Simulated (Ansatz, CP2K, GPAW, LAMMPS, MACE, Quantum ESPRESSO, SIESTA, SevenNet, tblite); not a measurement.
**Codes compared on liquid 68TiO2-32SiO2 (mol %) at 3000 K (93 atoms)**

Aim: run liquid 68TiO2-32SiO2 (mol %) at 3000 K (93 atoms) in several programs and set results and cost side by side. A plane-wave run serves as the reference.

Main program and level: Ansatz 0.2.0; Kohn-Sham DFT, PBE, PAW, plane waves.

## 1. Starting point

The cell holds 93 atoms: 21 Ti, 10 Si and 62 O. Cell: a = 11.642 Å, b = 11.642 Å, c = 11.642 Å, α = 90.0°, β = 90.0°, γ = 90.0°. 93 atoms (21 Ti, 10 Si, 62 O) placed at random at 3.07 g/cm³, melted at 4000 K for 10 ps at fixed volume with the Morse and Coulomb pair potential with partial charges (Pedone, Malavasi, Menziani, Cormack and Segre, J. Phys. Chem. B 110, 11780 (2006)). Snapshot at the end of a hold of 10 ps at 3000 K and zero pressure.

## 2. Reference: Ansatz, plane waves

The PAW files are the set soft_2.

input.yaml

```yaml
crystal:
  lattice:
    - [11.64156, 0.0, 0.0]
    - [0.0, 11.64156, 0.0]
    - [0.0, 0.0, 11.64156]
  atoms:
    - { symbol: Ti, position: [0.58017, 0.99586, 0.43747] }
    - { symbol: Ti, position: [0.38552, 0.80781, 0.55399] }
    - { symbol: Ti, position: [0.56175, 0.08557, 0.1631] }
    - { symbol: Ti, position: [0.1044, 0.07864, 0.2633] }
    [... 83 atom lines left out ...]
    - { symbol: O, position: [0.083, 0.20914, 0.35391] }
    - { symbol: O, position: [0.66174, 0.9445, 0.13671] }
    - { symbol: O, position: [0.54498, 0.84032, 0.49416] }
    - { symbol: O, position: [0.86685, 0.50574, 0.76551] }
    - { symbol: O, position: [0.62789, 0.26167, 0.11504] }
    - { symbol: O, position: [0.57358, 0.42146, 0.23376] }
kpoints:
  mp_grid: { grid: [1, 1, 1] }
hamiltonian:
  xc: pbe
scf:
  occupations: { method: fermi_dirac, width: 0.05 }
output:
  forces: true
  eigenvalues: true
  populations: true
  stress: true
```

Run with:

```bash
ansatz run input.yaml --threads 8 --pin off --max-ram 15872MiB --backend cpu --events-out ev --progress --plain --runs-dir out
```

Numbers of over 12 decimals in the logs are rounded to 6 here.

Output:

```text
[...]
Pseudopotentials: kind: paw
Pseudopotential: Ti, paw, valence charge 12, recommended cutoff 420 eV (normal), Ti.paw.azcp
Pseudopotential: Si, paw, valence charge 4, recommended cutoff 420 eV (normal), Si.paw.azcp
Pseudopotential: O, paw, valence charge 6, recommended cutoff 420 eV (normal), O.paw.azcp
[... 5 lines on functional and potentials left out ...]
Crystal: 93 atoms, lattice volume = 1577.733 Å³
Basis set: ecut = 420 eV, 31031 PW (Γ), exchange–correlation on 160×160×160 points (8 copies of the dense FFT grid, shifted against one another)
Bands: 425, of which v1, the nominal top of the filled ones, is band 332 counted from 1 (331 counted from 0)
Symmetry: 1 space group operations
Space group: P1 (ITA 1), of the structure as read, at distance tolerance 1.2e-4 Å
k-points: 1
[... 7 lines on functional and potentials left out ...]
Initial density: superposition of atomic densities (neutral atoms: chi_scale 0, normalization atom), corrected by the library's trained network
Initial wavefunctions: pseudopotential atomic-orbital guess
[...]
SCF iter   1: F=—  HF=-94107.729842 eV  |F-HF|=—  |Δ(HF+E_count)|=         —  Δρ=5.96e-3  dr2=1.04e0  ethr=1.77e-3  ⟨swp⟩=6.0  Hψ=1628  notcnv=0  defer=43
preconditioner: auto → Resta (q_TF=auto, 2.362 Å⁻¹)  ε∞=4.9  [insulator: Δε(μ)=1.411 eV  Ē_g=10.557 eV  σ=0.050 eV  W_gap=1.00  n_scr=364 (ndim 8)  ℏωp=20.8 eV  f_vac=0.273  D(μ)=0.00/eV (n_scr^D=0)  ε∞_Penn≈4.9]
[...]
SCF iter  15: F=—  HF=-94107.552351 eV  |F-HF|=—  |Δ(HF+E_count)|=   5.97e-8  Δρ=2.35e-6  dr2=1.22e-7  ethr=6.90e-11  ⟨swp⟩=2.0  Hψ=684  notcnv=0  defer=74
SCF iter  16: F=-94107.552351 eV  HF=-94107.552351 eV  |F-HF|=4.22e-8  |Δ(HF+E_count)|=   3.59e-8  Δρ=1.14e-6  dr2=3.03e-8  ethr=1.51e-11  ⟨swp⟩=11.0  Hψ=1831  notcnv=0
SCF 1 converged in 16 iterations: F = -94107.552351 eV  dr2 = 3.03e-8
[...]
SCF converged after 16 iterations
Free energy (F): -94107.552351 eV
Harris-Foulkes:  -94107.552351 eV  (|F-HF|=4.22e-8)
Internal energy: -94107.550930 eV  (E = F + TS)
E sigma→0 (E₀):  -94107.551640 eV
Entropy (-TS):   -0.001420 eV (-0.015 meV/atom)
Fermi energy:    3.578411 eV
--- Per-component energies (eV) ---
[...]
Σ components = -94107.552351   (vs F -94107.552351, Δ=0.00e0)
--- Forces (eV/Å), atoms counted from 1 ---
  atom   1  Ti    -0.89260937    -4.21454508    11.16096327
  atom   2  Ti     0.76886128     0.35341640    -2.21189377
  atom   3  Ti     3.99102829    -1.87098332    -2.02793459
  atom   4  Ti    -0.07372107     0.20027746     0.78302143
[...]
atom  93  O      2.49940985     3.49063672    10.94399459
  max |Σ_I F_I| component: 4.37e-5 eV/Å
--- Stress (GPa, compression-positive) ---
        5.756839       2.744003       1.235696
        2.744002       1.124227       0.174361
        1.235696       0.174361       9.396138
  P = ⅓ Tr σ = 5.4257 GPa (54.257 kbar)
--- Band table (eV) ---
  k-point 0: bands = ["-55.4152", "-55.2273", "-55.0582", "-54.5895", [... 409 levels ...], "7.9678", "8.0232", "8.0487", "8.0557", "8.0985", "8.1343", "8.2033", "8.2688", "8.3292", "8.3643", "8.3909", "8.4172"]
--- Löwdin populations: 93 sites ---
  site symbol       q [e]
     0     Ti     10.6985
     1     Ti     10.5802
     2     Ti     10.5769
[...]
92      O      6.6059
  spilling = 0.006234 (of n_electrons = 664.000000)
```

The job ended after 19 s (8 threads of Arm Neoverse V2, shared host; peak memory 2.2 GiB).

In the SCF lines HF is the Harris–Foulkes energy and dr2 the Hartree energy of the density residual, in eV; the loop may stop once dr2 is under the threshold and the program's other checks hold. Hψ counts applications of the Hamiltonian.

Numbers from this run:

```
free energy                                      : -94107.5524 eV
free energy per atom                             : -1011.9092 eV/atom
SCF cycles                                       : 16
pressure                                         : 5.426 GPa
r.m.s. force component                           : 2.877 eV/Å
longest force                                    : 11.96 eV/Å
Fermi energy                                     : 3.578 eV
gap (highest filled to lowest empty level) : 0.7041 eV
spilling of the projection                       : 0.006234
```

Neighbours are counted within 2.64 Å (O-Ti), 2.16 Å (O-Si).

Length of the force by element and coordination:

```csv
element,coordination,atoms,mean length of the force (eV/Å),spread,least,most
O,all,62,3.57,2.59,0.252,11.8
O,1,1,2.71,0,2.71,2.71
O,2,58,3.69,2.63,0.595,11.8
O,3,3,1.60,1.01,0.252,2.68
Si,all,10,5.90,2.56,1.07,9.58
Si,3,1,9.58,0,9.58,9.58
Si,4,9,5.50,2.37,1.07,8.03
Ti,all,21,5.03,2.74,0.812,12.0
Ti,4,18,5.41,2.69,0.912,12.0
Ti,5,3,2.77,1.79,0.812,5.13
```

Löwdin charges by element and coordination (they lack the spilled electrons, 0.045 e an atom on average):

```
element  coordination  atoms  mean charge (e)  spread   least    most
      O           all     62           -0.662  0.0854  -0.792  -0.501
      O             1      1           -0.745       0  -0.745  -0.745
      O             2     58           -0.658  0.0862  -0.792  -0.501
      O             3      3           -0.710  0.0478  -0.751  -0.643
     Si           all     10             1.71  0.0434    1.65    1.78
     Si             3      1             1.67       0    1.67    1.67
     Si             4      9             1.71  0.0439    1.65    1.78
     Ti           all     21             1.34  0.0677    1.19    1.48
     Ti             4     18             1.33  0.0648    1.19    1.48
     Ti             5      3             1.41  0.0402    1.35    1.45
```

The levels nearest the highest filled one (over half full), pooled over k-points and spins:

```csv
level less the highest filled one (eV),occupation
-0.877,2
-0.842,2
-0.763,2
-0.438,2
-0.303,2
0,2.00
0.704,0.002
0.940,0
1.10,0
1.17,0
1.24,0
1.38,0
```

## 3. Structure statistics

Density 2.40 g/cm³, 16.96 Å³ an atom.

Pair distribution functions g(r), in bins of 0.2 Å:

```
r (Å)  total   O-O  O-Ti  O-Si  Ti-Ti  Ti-Si  Si-Si
 1.40   0.20  0.00  0.00  1.40   0.00   0.00   0.00
 1.60   1.93  0.00  2.21  8.84   0.00   0.00   0.00
 1.80   2.61  0.00  6.99  3.54   0.00   0.00   0.00
 2.00   0.92  0.00  2.70  0.76   0.00   0.00   0.00
 2.20   0.21  0.13  0.40  0.20   0.00   0.00   0.00
 2.40   0.40  0.84  0.09  0.00   0.00   0.00   0.00
 2.60   0.87  1.91  0.07  0.00   0.00   0.00   0.00
 2.80   1.21  2.54  0.18  0.00   0.34   0.00   0.00
 3.00   0.98  1.77  0.21  0.24   0.31   0.68   4.07
 3.20   0.90  1.08  0.18  0.40   2.80   2.35   3.77
 3.40   0.81  0.79  0.55  0.43   1.49   2.83   2.17
 3.60   0.81  0.42  1.08  1.33   1.80   0.23   0.00
 3.80   0.94  0.74  1.07  1.45   1.00   0.43   0.88
 4.00   1.02  0.69  1.15  1.85   1.26   0.73   0.00
 4.20   0.90  0.72  1.01  1.50   0.32   0.84   0.00
 4.40   0.97  0.66  1.47  0.99   0.58   1.07   1.28
 4.60   1.14  1.02  1.48  1.10   0.94   0.56   0.00
 4.80   1.25  1.18  1.45  0.97   1.23   1.29   2.71
 5.00   1.10  1.24  1.02  0.90   0.91   0.83   2.03
 5.20   1.00  1.07  0.96  0.75   1.27   1.11   0.94
 5.40   1.06  1.37  0.74  0.66   1.27   1.03   1.28
 5.60   0.94  1.02  0.88  0.64   0.91   1.52   0.41
```

Bonds by pair of elements; cutoffs follow the first minimum of g(r), held within bounds set by covalent radii, and pairs that aren't listed don't count as bonded:

| pair A-B | cutoff (Å) | bonds | mean length (Å) | spread (Å) | shortest (Å) | B about A | A about B |
| --- | --- | --- | --- | --- | --- | --- | --- |
| O-Ti | 2.64 | 87 | 1.86 | 0.174 | 1.56 | 1.40 | 4.14 |
| O-Si | 2.16 | 39 | 1.67 | 0.143 | 1.47 | 0.629 | 3.9 |

How many atoms have how many bonded neighbours:

```csv
element,mean,1,2,3,4,5
O,2.03,1,58,3,0,0
Si,3.9,0,0,1,9,0
Ti,4.14,0,0,0,18,3
```

Oxygen atoms by the number of network formers (Si, P, Ge, B, Al, As, Ga) bound to them:

```csv
network formers bound to O,O atoms,per cent
0,31,50
1,23,37.1
2,8,12.9
```

Network units: each former by its oxygen neighbours and how many of them bridge to another former:

| former | O neighbours | bridging O | atoms |
| --- | --- | --- | --- |
| Si | 3 | 0 | 1 |
| Si | 4 | 0 | 1 |
| Si | 4 | 1 | 2 |
| Si | 4 | 2 | 4 |
| Si | 4 | 3 | 2 |

Rings of the network by King's shortest-path rule, up to 12 atoms, one path for each pair of neighbours; H, halogens, alkali and alkaline-earth atoms are left out, and the last column divides by all other atoms, bonded or not:

| ring size (atoms) | rings | per network atom |
| --- | --- | --- |
| 4 | 1 | 0.011 |
| 6 | 2 | 0.022 |
| 8 | 8 | 0.086 |
| 10 | 11 | 0.118 |
| 12 | 23 | 0.247 |

## 4. The other programs

The programs:
- CP2K 2026.2: Gaussian basis with GTH pseudopotentials and a plane-wave density; labels give functional, basis (MOLOPT sets; SR short-range, UZH the newer set with its own potentials), grid cutoff/relative cutoff and solver (OT: orbital transformation; TRS4, TC2, SIGN: linear-scaling purification with its sparsity filter), or its built-in tight binding.
- GPAW 26.7.0: PAW with atomic orbitals (LCAO), plane waves or a real-space grid of spacing h.
- MACE: machine-learned potential, published weights.
- Quantum ESPRESSO 7.5: plane waves; labels (QE) give functional, pseudopotential set and cutoffs of waves/density.
- SIESTA 5.4.2: numerical atomic orbitals, whose automatically made sets are far from complete, with PseudoDojo norm-conserving potentials that we converted to its format (checked against plane waves on the same files for H, C, O, Si, Ge and Ca alone); labels give functional, basis size, energy shift and mesh cutoff.
- SevenNet: machine-learned potential, published weights.
- tblite 0.8.0: extended tight binding, driven from Python.

All use the same cell and atoms; the electronic-structure runs use the same k-mesh, and an electronic temperature of 580 K (0.05 eV) where levels are smeared.

Differences are against the plane-wave reference, forces as r.m.s. over components; share is that over the reference's r.m.s. force, slope the least-squares factor from reference forces to these. Total energies of different programs have different zeros and aren't compared.

| run | Δ force, r.m.s. (meV/Å) | share (%) | slope | Δ pressure (GPa) | Δ gap (eV) | cores | CPU time | memory (GiB) |
| --- | --- | --- | --- | --- | --- | --- | --- | --- |
| reference | - | - | - | - | - | 8 | 2.4 min | 2.2 |
| CP2K PBE, DZVP-MOLOPT-SR, 400/50 Ry, diagonalisation (coarse) | 115 | 4.00 | 1.005 | 0.118 | -0.0601 | 4 | 7.8 min | 3.5 |
| CP2K PBE, DZVP-MOLOPT-SR, 800/50 Ry, diagonalisation | 74.0 | 2.57 | 1.005 | 0.0846 | -0.0601 | 4 | 10 min | 7.1 |
| CP2K PBE, SZV-MOLOPT-SR, 800/50 Ry, diagonalisation (coarse) | 1298 | 45.1 | 1.212 | 8.29 | -0.137 | 2 | 5.8 min | 5.4 |
| CP2K revPBE, PBE potentials, DZVP-MOLOPT-SR, 800/50 Ry, diagonalisation | 107 | 3.72 | 1.004 | 1.40 | -0.0783 | 4 | 9.7 min | 7.1 |
| GPAW PBE, LCAO dzp, h 0.18 Å | 370 | 12.9 | 1.075 | - | -0.0289 | 1 | 6.6 min | 2.0 |
| GPAW PBE, LCAO szp(dzp), h 0.18 Å (coarse) | 492 | 17.1 | 1.118 | - | -0.0909 | 1 | 4.2 min | 1.9 |
| GPAW PBE, grid h 0.24 Å (coarse) | 314 | 10.9 | 1.030 | - | -0.0088 | 2 | 15 min | 2.0 |
| GPAW PBE, plane waves 550 eV | 176 | 6.10 | 1.032 | -5.88 | 0.0029 | 2 | 16 min | 2.1 |
| MACE MP-0b3 medium potential | 261 | 9.07 | 0.987 | 0.410 | - | 1 | 8.3 s | 0.99 |
| MACE MPA-0 medium potential | 251 | 8.72 | 1.033 | 1.11 | - | 1 | 8.2 s | 1 |
| QE PBE, sssp-1.3.0-efficiency, 25/200 Ry (coarse) | 177 | 6.15 | 0.980 | -70.7 | 0.0047 | 2 | 11 min | 1.3 |
| QE PBE, sssp-1.3.0-efficiency, 60/480 Ry | 50.1 | 1.74 | 1.004 | -0.207 | -0.0043 | 4 | 44 min | 5.1 |
| SIESTA PBE, DZP, shift 0.01 Ry, mesh 500 Ry | 220 | 7.63 | 1.026 | 0.0211 | -0.114 | 4 | 6.3 min | 2.5 |
| SIESTA PBE, SZ, shift 0.01 Ry, mesh 500 Ry (coarse) | 1292 | 44.9 | 1.136 | 1.25 | -0.178 | 1 | 2.6 min | 1.0 |
| SevenNet l3i5 potential | 206 | 7.15 | 1.022 | 0.801 | - | 1 | 9.6 s | 1.4 |
| tblite GFN1-xTB | 1349 | 46.9 | 0.645 | -8.66 | - | 1 | 5.3 s | 0.13 |
| tblite GFN2-xTB | 1452 | 50.5 | 0.610 | -8.80 | - | 1 | 8.6 s | 0.13 |

Rows marked coarse were listed beforehand as settings not expected to be converged; some can still land near the reference.

Times of the machine-learned potentials are mostly Python's start and the loading of weights.

CPU time is summed over cores on a shared host, where runs went side by side, so it is rough. Symmetry, cutoffs, thresholds, outputs and thread counts weren't matched or tuned between programs; memory under MPI is the largest rank's times the ranks.

Runs without a result: CP2K GFN1-xTB, diagonalisation (not converged); CP2K PBE, DZVP-MOLOPT-SR, 800/50 Ry, SIGN filter 1e-06, SCF 1e-06 (cut off at its time limit of 41 min, the SCF not settling).

Mean charges by element (e), by run and scheme:

```
                                                                    run     scheme     Ti     Si      O
                                                              reference     Löwdin  +1.34  +1.71  -0.66
                   CP2K PBE, DZVP-MOLOPT-SR, 800/50 Ry, diagonalisation   Mulliken  +1.13  +0.82  -0.52
CP2K revPBE, PBE potentials, DZVP-MOLOPT-SR, 800/50 Ry, diagonalisation   Mulliken  +1.19  +0.83  -0.54
                            SIESTA PBE, DZP, shift 0.01 Ry, mesh 500 Ry  Hirshfeld  +0.55  +0.44  -0.26
                                                        tblite GFN1-xTB   Mulliken  +0.88  +0.57  -0.39
                                                        tblite GFN2-xTB   Mulliken  +0.71  +0.69  -0.35
```

The reference's Löwdin charges lack the electrons that the projection spills, 0.045 e an atom on average.

Within one program, basis, potentials and functional, energies share a zero. Each run against its twin at the usual cutoff or grid and solver:

```
                                                 run                                        twin  Δ energy (meV/atom)  Δ force, r.m.s. (meV/Å)         CPU time over the twin's
CP2K PBE, DZVP-MOLOPT-SR, 400/50 Ry, diagonalisation  DZVP-MOLOPT-SR, 800/50 Ry, diagonalisation                -1.05                     91.4                             0.76
            QE PBE, sssp-1.3.0-efficiency, 25/200 Ry            sssp-1.3.0-efficiency, 60/480 Ry                 1943                      160  0.25 (this twin ran on 4 cores)
```

## 5. Outcome

| Quantity | Value |
| --- | --- |
| reference r.m.s. force component | 2.88 eV/Å |
| nearest in forces | QE PBE, sssp-1.3.0-efficiency, 60/480 Ry, 1.7 % |
| farthest in forces | tblite GFN2-xTB, 50 % |
| cheapest electronic-structure run beside the reference | tblite GFN1-xTB, 5.3 s of CPU time |

What this shows: PBE on plane waves or a grid with other potentials, cutoffs or grids, coarse settings apart, differs from the reference by 1.7 % (QE PBE, sssp-1.3.0-efficiency, 60/480 Ry) to 6.1 % (GPAW PBE, plane waves 550 eV) of the r.m.s. force; this holds the reference's own error, so differences of a few per cent don't tell which side is nearer the exact PBE result (QE's 60 Ry are 816 eV, against the reference's 420 eV). The PBE runs in local orbitals, coarse settings apart, differ by 2.6 % (CP2K PBE, DZVP-MOLOPT-SR, 800/50 Ry, diagonalisation) to 13 % (GPAW PBE, LCAO dzp, h 0.18 Å); basis, grid and potentials can all enter. Tight binding differs by 47 % (tblite GFN1-xTB) to 50 % (tblite GFN2-xTB); it is another model, with fitted parameters of its own, and the xTB methods hold dispersion. Machine-learned potentials differ by 7.2 % (SevenNet l3i5 potential) to 9.1 % (MACE MP-0b3 medium potential); they were trained on other programs' data. Rows with another functional or a dispersion term differ by 3.7 % (CP2K revPBE, PBE potentials, DZVP-MOLOPT-SR, 800/50 Ry, diagonalisation), which mixes the change of model with differences of basis and potentials, some of them made for another functional. Runs with settings chosen to be coarse differ by 4.0 % (CP2K PBE, DZVP-MOLOPT-SR, 400/50 Ry, diagonalisation) to 45 % (CP2K PBE, SZV-MOLOPT-SR, 800/50 Ry, diagonalisation), their programs' other errors included. Of the electronic-structure runs that take under half the reference's CPU time, tblite GFN1-xTB comes nearest, at 47 % in 5.3 s against 2.4 min; its pressure misses by -8.7 GPa. GPAW PBE, LCAO szp(dzp), h 0.18 Å stiffens the forces by a factor of 1.12 while following their directions (correlation 0.994); the slopes of the 4 GPAW runs lie between 1.03 and 1.12. At the same functional, gaps differ from the reference's 0.704 eV by between -0.18 and +0.00 eV. In pressure, QE PBE, sssp-1.3.0-efficiency, 25/200 Ry misses by -70.7 GPa, at the same functional; a cutoff this low leaves a large Pulay stress. Charges hang on model, scheme and program or settings: among these rows the mean for Si runs from +0.44 to +1.71 e. In the reference: filled and empty levels are parted by 0.704 eV (at Γ alone); a semilocal functional tends to put such gaps too low. In a disordered cell it changes from sample to sample and from frame to frame. In the reference: mean Löwdin charges: O -0.66, Si +1.71, Ti +1.34 e (they miss 0.62 % of the electrons, so they add up to more than the cell's charge). Periodic xTB results under one method name differ between programs and library versions. The frame stands for 3000 K, but pressures are static and levels are smeared at 580 K. Machine-learned potentials mimic data converged in k, so the reference's own k-point error enters their differences. The network of bonds at the start is that of the classical potential that made the cell, and needn't be the one that DFT or experiment would give. The reference's stress is far from hydrostatic: its diagonal is 5.8, 1.1, 9.4 GPa, compression counted positive. The runs have no spin polarisation, so moments on Ti can't form, and no Hubbard term. The electronic-structure runs sample only Γ, in a cell whose shortest periodic width is 12 Å.

[Also dropped from logs without a mark: logging warnings of Python, and SIESTA's first energy breakdown and zero terms.]

[Logs are printed without paths, hosts, clocks, repeated set-up lines and the standing remarks that a program may print on its own settings, such as how far it seeks lower states.]

[Hosts, paths, dates, database ids (printed as entryN), source tags and the programs' standing remarks are cut or masked in the printed files.]
